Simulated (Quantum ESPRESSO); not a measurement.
## Easy axis of MnHg with Quantum ESPRESSO

Wanted: the anisotropy energy of MnHg and its cost.

Calculated with Quantum ESPRESSO 7.5; PBEsol; plane waves with PseudoDojo 0.4.1 SR PBEsol standard potentials, then spin–orbit coupling on the fully relativistic files of the same set.

This is a report of a sequence of runs, with most program output left out.

### Step 1. The starting structure

The structure is cubic, space group Pm-3m (No. 221). Conventional cell: a = 3.315 Å, b = 3.315 Å, c = 3.315 Å, α = 90.00°, β = 90.00°, γ = 90.00°. Mn has 8 Hg at 2.87 Å nearest. Nearest to Hg lie 8 Mn at 2.87 Å. Farther neighbours are not listed.

The cell comes from the Crystallography Open Database.

The settings of this session are cheaper than careful work needs (see the inputs), so it shows what such settings give, not the properties of the crystal.

### Step 2. Collinear run on scalar-relativistic files

pw.in reads:

```
&CONTROL
  calculation = 'scf'
  prefix = 'pwscf'
  outdir = './tmp'
  pseudo_dir = './pseudo'
  disk_io = 'low'
/
&SYSTEM
  ibrav = 0
  celldm(1) = 8
  nat = 2
  ntyp = 2
  ecutwfc = 72
  nbnd = 23
  occupations = 'smearing'
  smearing = 'fd'
  degauss = 0.00734986
  nspin = 2
  starting_magnetization(1) = 0.2333
  starting_magnetization(2) = 0
/
&ELECTRONS
  conv_thr = 4d-11
  electron_maxstep = 150
  mixing_beta = 0.3
/
ATOMIC_SPECIES
Mn     54.9380 Mn.upf
Hg    200.5920 Hg.upf
CELL_PARAMETERS alat
   0.7830552628918    0.0000000000000    0.0000000000000
   0.0000000000000    0.7830552628918    0.0000000000000
   0.0000000000000    0.0000000000000    0.7830552628918
ATOMIC_POSITIONS crystal
Mn      0.5000000000    0.5000000000    0.5000000000
Hg      0.0000000000    0.0000000000    0.0000000000
K_POINTS automatic
6 6 6 0 0 0
```

Launch:

```console
> OMP_NUM_THREADS=1 mpirun -n 4 pw.x -nk 4 -in pw.in > pw.out
```

Wall time 11 s (4 MPI ranks of Arm Neoverse V2, shared host); peak memory 0.28 GiB.

Spin moment in the atom's sphere by atom:

```
atom  spin moment in the atom's sphere (μB)
 Mn1                                   3.89
 Hg2                                  -0.02
```

Read from the output:

```
smearing term TS       : 0.05074 eV
magnetization          : 3.931 μB
absolute magnetization : 4.16 μB
final state            : ferromagnetic
```

### Step 3. One pass along [001] on 4×4×4

Each pass runs in a folder of its own that holds a copy of a collinear save from that input. The collinear spin density is turned to the axis, and its potential is diagonalised once with spin–orbit coupling on fully relativistic PseudoDojo files; the sums over occupied states, with the smearing term, are then compared.

pass.in reads:

```
&CONTROL
  calculation = 'nscf'
  prefix = 'pwscf'
  outdir = './tmp'
  pseudo_dir = './pseudo_fr'
  disk_io = 'nowf'
/
&SYSTEM
  ibrav = 0
  celldm(1) = 8
  nat = 2
  ntyp = 2
  ecutwfc = 72
  nbnd = 44
  occupations = 'smearing'
  smearing = 'fd'
  degauss = 0.00734986
  noncolin = .true.
  lspinorb = .true.
  lforcet = .true.
  starting_magnetization(1) = 0.2333
  angle1(1) = 0
  angle2(1) = 0
  starting_magnetization(2) = 0
  angle1(2) = 0
  angle2(2) = 0
/
&ELECTRONS
  conv_thr = 4d-11
  electron_maxstep = 150
  mixing_beta = 0.3
  startingpot = 'file'
  startingwfc = 'random'
  diago_thr_init = 1d-09
  diago_full_acc = .true.
/
ATOMIC_SPECIES
Mn     54.9380 Mn.upf
Hg    200.5920 Hg.upf
CELL_PARAMETERS alat
   0.7830552628918    0.0000000000000    0.0000000000000
   0.0000000000000    0.7830552628918    0.0000000000000
   0.0000000000000    0.0000000000000    0.7830552628918
ATOMIC_POSITIONS crystal
Mn      0.5000000000    0.5000000000    0.5000000000
Hg      0.0000000000    0.0000000000    0.0000000000
K_POINTS automatic
4 4 4 0 0 0
```

Launch:

```console
> OMP_NUM_THREADS=1 mpirun -n 4 pw.x -nk 4 -in pass.in > pass.out
```

Elapsed: 16 s, on 4 MPI ranks; peak memory 0.31 GiB; 66 s of CPU time.

### Step 4. One pass along [111] on 4×4×4

pass.in, as its differences from that of step 3:

```diff
@@ -21,7 +21,7 @@
   starting_magnetization(1) = 0.2333
-  angle1(1) = 0
-  angle2(1) = 0
+  angle1(1) = 54.7356
+  angle2(1) = 45
   starting_magnetization(2) = 0
-  angle1(2) = 0
-  angle2(2) = 0
+  angle1(2) = 54.7356
+  angle2(2) = 45
 /
```

Wall time 13 s (4 MPI ranks); peak memory 0.31 GiB.

### Step 5. One pass along [110] on 4×4×4

pass.in, as its differences from that of step 4:

```diff
@@ -21,6 +21,6 @@
   starting_magnetization(1) = 0.2333
-  angle1(1) = 54.7356
+  angle1(1) = 90
   angle2(1) = 45
   starting_magnetization(2) = 0
-  angle1(2) = 54.7356
+  angle1(2) = 90
   angle2(2) = 45
```

Wall time 19 s (4 MPI ranks); peak memory 0.31 GiB; 74 s of CPU time.

### Step 6. One pass along [001] on 6×6×6

pass.in, as its differences from that of step 5:

```diff
@@ -21,7 +21,7 @@
   starting_magnetization(1) = 0.2333
-  angle1(1) = 90
-  angle2(1) = 45
+  angle1(1) = 0
+  angle2(1) = 0
   starting_magnetization(2) = 0
-  angle1(2) = 90
-  angle2(2) = 45
+  angle1(2) = 0
+  angle2(2) = 0
 /
@@ -47,2 +47,2 @@
 K_POINTS automatic
-4 4 4 0 0 0
+6 6 6 0 0 0
```

Run time: 31 s. Hardware: 4 MPI ranks; peak memory 0.31 GiB; 2.1 min of CPU time.

### Step 7. One pass along [111] on 6×6×6

pass.in, as its differences from that of step 6:

```diff
@@ -21,7 +21,7 @@
   starting_magnetization(1) = 0.2333
-  angle1(1) = 0
-  angle2(1) = 0
+  angle1(1) = 54.7356
+  angle2(1) = 45
   starting_magnetization(2) = 0
-  angle1(2) = 0
-  angle2(2) = 0
+  angle1(2) = 54.7356
+  angle2(2) = 45
 /
```

Run time: 25 s. Hardware: 4 MPI ranks; peak memory 0.31 GiB; 1.7 min of CPU time.

### Step 8. One pass along [110] on 6×6×6

pass.in, as its differences from that of step 7:

```diff
@@ -21,6 +21,6 @@
   starting_magnetization(1) = 0.2333
-  angle1(1) = 54.7356
+  angle1(1) = 90
   angle2(1) = 45
   starting_magnetization(2) = 0
-  angle1(2) = 54.7356
+  angle1(2) = 90
   angle2(2) = 45
```

It took 40 s on 4 MPI ranks; peak memory 0.31 GiB; 2.6 min of CPU time.

### Step 9. One pass along [001] on 9×9×9

pass.in, as its differences from that of step 8:

```diff
@@ -21,7 +21,7 @@
   starting_magnetization(1) = 0.2333
-  angle1(1) = 90
-  angle2(1) = 45
+  angle1(1) = 0
+  angle2(1) = 0
   starting_magnetization(2) = 0
-  angle1(2) = 90
-  angle2(2) = 45
+  angle1(2) = 0
+  angle2(2) = 0
 /
@@ -47,2 +47,2 @@
 K_POINTS automatic
-6 6 6 0 0 0
+9 9 9 0 0 0
```

Wall time 56 s (4 MPI ranks); peak memory 0.31 GiB; 3.7 min of CPU time.

### Step 10. One pass along [111] on 9×9×9

pass.in, as its differences from that of step 9:

```diff
@@ -21,7 +21,7 @@
   starting_magnetization(1) = 0.2333
-  angle1(1) = 0
-  angle2(1) = 0
+  angle1(1) = 54.7356
+  angle2(1) = 45
   starting_magnetization(2) = 0
-  angle1(2) = 0
-  angle2(2) = 0
+  angle1(2) = 54.7356
+  angle2(2) = 45
 /
```

Elapsed: 66 s, on 4 MPI ranks; peak memory 0.31 GiB.

### Step 11. One pass along [110] on 9×9×9

pass.in, as its differences from that of step 10:

```diff
@@ -21,6 +21,6 @@
   starting_magnetization(1) = 0.2333
-  angle1(1) = 54.7356
+  angle1(1) = 90
   angle2(1) = 45
   starting_magnetization(2) = 0
-  angle1(2) = 54.7356
+  angle1(2) = 90
   angle2(2) = 45
```

It took 95 s on 4 MPI ranks; peak memory 0.31 GiB; 6.3 min of CPU time.

### Step 12. The smearing term

The sum of energies times occupations is what pw.x prints as eband (for fewer than 100 k points). With Fermi–Dirac smearing the quantity to compare holds −TS as well, computed here from the energies and weights in the run's XML file (meV a cell, from the first axis, mesh 9×9×9):

```
 axis  plain sum     −TS  free energy
[001]     0.0000  0.0000       0.0000
[111]    -0.0283  0.0162      -0.0121
[110]    -0.0222  0.0130      -0.0093
```

### Step 13. Spin–orbit coupling, moments along [001]

Fully relativistic PseudoDojo files and two-component spinors; the moments start along the axis and are free to turn.

pw.in, as its differences from that of step 2:

```diff
@@ -4,4 +4,4 @@
   outdir = './tmp'
-  pseudo_dir = './pseudo'
-  disk_io = 'low'
+  pseudo_dir = './pseudo_fr'
+  disk_io = 'nowf'
 /
@@ -13,3 +13,3 @@
   ecutwfc = 72
-  nbnd = 23
+  nbnd = 44
   occupations = 'smearing'
@@ -17,4 +17,7 @@
   degauss = 0.00734986
-  nspin = 2
+  noncolin = .true.
+  lspinorb = .true.
   starting_magnetization(1) = 0.2333
+  angle1(1) = 0
+  angle2(1) = 0
   starting_magnetization(2) = 0
@@ -22,3 +25,3 @@
 &ELECTRONS
-  conv_thr = 4d-11
+  conv_thr = 2d-11
   electron_maxstep = 150
@@ -38 +41,3 @@
 6 6 6 0 0 0
+HUBBARD {ortho-atomic}
+U Mn-3d 0.0001
```

Launch:

```console
> OMP_NUM_THREADS=1 mpirun -n 4 pw.x -nk 4 -in pw.in > pw.out
```

It took 53 s on 4 MPI ranks; peak memory 0.57 GiB; 3.6 min of CPU time.

Spin moment in the atom's sphere by atom:

```
atom  x (μB)  y (μB)  z (μB)  size
 Mn1    0.00    0.00    3.90  3.90
 Hg2    0.00    0.00   -0.02  0.02
```

This step gave:

```
smearing term TS       : 0.05021 eV
magnetization          : 0, 0, 3.95 μB
absolute magnetization : 4.176 μB
final state            : ferromagnetic
```

Orbital moments, from the spinor occupation matrices of the projected shells that the run saves (a U of 0.0001 eV is typed only to have them written):

```
atom  spin moment along the axis, in the sphere (μB)  orbital moment along the axis, projected shell (μB)
 Mn1                                           3.903                                                0.004
```

### Step 14. Spin–orbit coupling, moments along [111]

pw.in, as its differences from that of step 13:

```diff
@@ -20,4 +20,4 @@
   starting_magnetization(1) = 0.2333
-  angle1(1) = 0
-  angle2(1) = 0
+  angle1(1) = 54.736
+  angle2(1) = 45
   starting_magnetization(2) = 0
```

Run time: 41 s. Hardware: 4 MPI ranks; peak memory 0.53 GiB; 2.7 min of CPU time.

Spin moment in the atom's sphere by atom:

```
atom  x (μB)  y (μB)  z (μB)  size
 Mn1    2.25    2.25    2.25  3.90
 Hg2   -0.01   -0.01   -0.01  0.02
```

Read from the output:

```
smearing term TS       : 0.05029 eV
magnetization          : 2.281, 2.281, 2.281 μB
absolute magnetization : 4.176 μB
final state            : ferromagnetic
```

Orbital moments, from the spinor occupation matrices of the projected shells that the run saves:

```
atom  spin moment along the axis, in the sphere (μB)  orbital moment along the axis, projected shell (μB)
 Mn1                                           3.903                                                0.004
```

### Step 15. Spin–orbit coupling, moments along [110]

pw.in, as its differences from that of step 14:

```diff
@@ -20,3 +20,3 @@
   starting_magnetization(1) = 0.2333
-  angle1(1) = 54.736
+  angle1(1) = 90
   angle2(1) = 45
```

The job ended after 65 s (4 MPI ranks; peak memory 0.63 GiB; 4.4 min of CPU time).

Spin moment in the atom's sphere by atom:

```
atom  x (μB)  y (μB)  z (μB)  size
 Mn1    2.76    2.76    0.00  3.90
 Hg2   -0.01   -0.01    0.00  0.02
```

This step gave:

```yaml
smearing_term_ts: 0.05027 eV
magnetization: 2.793, 2.793, 0 μB
absolute_magnetization: 4.176 μB
final_state: ferromagnetic
```

Orbital moments, from the spinor occupation matrices of the projected shells that the run saves:

```
atom  spin moment along the axis, in the sphere (μB)  orbital moment along the axis, projected shell (μB)
 Mn1                                           3.903                                                0.004
```

### Step 16. Anisotropy

A pass yields neither state nor moment: for the force theorem these columns are the collinear run's. Anisotropy, by row:

```
            way   mesh   axis          state  energy less the first axis' (meV a primitive cell)  largest spin moment (μB)  CPU time (s)
  force theorem  4x4x4  [001]  ferromagnetic                                                   0                      3.89         65.71
  force theorem  4x4x4  [111]  ferromagnetic                                            -0.04472                      3.89         50.22
  force theorem  4x4x4  [110]  ferromagnetic                                            -0.03394                      3.89         74.29
  force theorem  6x6x6  [001]  ferromagnetic                                                   0                      3.89         123.4
  force theorem  6x6x6  [111]  ferromagnetic                                            0.008363                      3.89         101.6
  force theorem  6x6x6  [110]  ferromagnetic                                            0.005844                      3.89         158.9
  force theorem  9x9x9  [001]  ferromagnetic                                                   0                      3.89         222.1
  force theorem  9x9x9  [111]  ferromagnetic                                            -0.01206                      3.89         265.2
  force theorem  9x9x9  [110]  ferromagnetic                                           -0.009263                      3.89         378.4
self-consistent  6x6x6  [001]  ferromagnetic                                                   0                     3.903         213.4
self-consistent  6x6x6  [111]  ferromagnetic                                            0.008195                     3.903         163.9
self-consistent  6x6x6  [110]  ferromagnetic                                            0.005539                     3.903         261.5
```

### Step 17. Summary of results

```yaml
state: ferromagnetic
largest_spin_moment: 3.90 μB
easy_axis_of_those_tried_on_this_mesh: not resolved
energy_along_111_less_001_self_consistent: 0.00820 meV a primitive cell, 0.036 MJ/m³
orbital_moment_of_mn1_along_its_spin_axis_001: 0.00411 μB
```

In words: On 9×9×9, leaving out the smearing term would shift a difference by 0.016 meV, against 0.012 meV for the largest. The orbital moment of the largest spin is almost quenched. Differences this small usually change with the mesh, so the easy axis is taken as not resolved. By the force theorem the difference for the second axis goes -0.045 meV on 4×4×4, 0.0084 meV on 6×6×6 and -0.012 meV on 9×9×9, so it has not settled with the mesh. Self-consistent runs on 6×6×6 give 0.0082 meV in 11 min of CPU time; the passes of the force theorem on 9×9×9 give -0.012 meV in 14 min. Shape anisotropy is not included. The moments were started parallel in the primitive cell; if the crystal orders otherwise, its anisotropy is another. Energies are free energies at an electronic temperature of 1160 K, which lowers moments and differences where the moments are itinerant. The cutoff lies under the 96 Ry that these files are usually run at.

[Logs and program files are shortened in this print: banners, set-up blocks, solver, clock and traceback lines can be left out without a mark of their own.]

[Logs are printed without paths, hosts, clocks, repeated set-up lines and the standing remarks that a program may print on its own settings, such as how far it seeks lower states.]

[Hosts, paths, dates, database ids (printed as entryN), source tags and the programs' standing remarks are cut or masked in the printed files.]

[Where a cell is said to come from a database of computed structures, the database is the Materials Project.]
